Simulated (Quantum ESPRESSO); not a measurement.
# SiC (wurtzite): which axis gives way under pressure?

Cell and atoms of wurtzite SiC are relaxed at set pressures, to see how each axis shrinks. The phase is followed to these pressures whether or not it stays the stable one.

Calculated with Quantum ESPRESSO 7.5, PBEsol, GBRV 1.5 ultrasoft potentials, cutoff 680 eV, Fermi–Dirac smearing 0.02 eV, k-mesh 10×10×6, no spin polarisation, no spin-orbit coupling.

Reference cell, relaxed at zero pressure with PBEsol (P6_3mc): a = 3.0760 Å, b = 3.0760 Å, c = 5.0478 Å, α = 90.00°, β = 90.00°, γ = 120.00°.

```
atom       x       y       z
  Si  0.3333  0.6667  0.0009
  Si  0.6667  0.3333  0.5009
   C  0.6667  0.3333  0.1251
   C  0.3333  0.6667  0.6251
```

| P (GPa) | a (Å) | c (Å) | c/a |
| --- | --- | --- | --- |
| −4.00 | 3.0950 | 5.0798 | 1.6413 |
| 0.00 | 3.0760 | 5.0478 | 1.6410 |
| 4.99 | 3.0542 | 5.0112 | 1.6408 |
| 9.99 | 3.0341 | 4.9776 | 1.6405 |
| 14.98 | 3.0156 | 4.9462 | 1.6402 |
| 29.98 | 2.9670 | 4.8641 | 1.6394 |

**Question.** Give the linear compressibility of each axis at zero pressure, and the edges at 19.98 GPa, a row left out above.

Least squares with l = l0 + l1 P + l2 P² gives for a: l0 = 3.0762 Å, l1 = −4.503e−3 Å/GPa, l2 = 2.87e−5 Å/GPa², so β = −l1/l0 = 1.464 × 10⁻³ GPa⁻¹ and the withheld edge is 2.9978 Å. The run itself gives 2.9984 Å, so the estimate misses by 0.0006 Å, more than the largest misfit of the fitted rows (0.0004 Å).

Least squares with l = l0 + l1 P + l2 P² gives for c: l0 = 5.0483 Å, l1 = −7.559e−3 Å/GPa, l2 = 4.74e−5 Å/GPa², so β = −l1/l0 = 1.497 × 10⁻³ GPa⁻¹ and the withheld edge is 4.9162 Å. The run itself gives 4.9170 Å, so the estimate misses by 0.0008 Å; the fitted rows themselves lie up to 0.0005 Å off the law.

The compressibilities add to the volume compressibility, 2β_a + β_c = 4.425 × 10⁻³ GPa⁻¹, or B0 ≈ 226 GPa; a parabola over so wide a range errs a few per cent to the stiff side. The axes shrink nearly alike.

[Logs are printed without paths, hosts, clocks, repeated set-up lines and the standing remarks that a program may print on its own settings, such as how far it seeks lower states.]
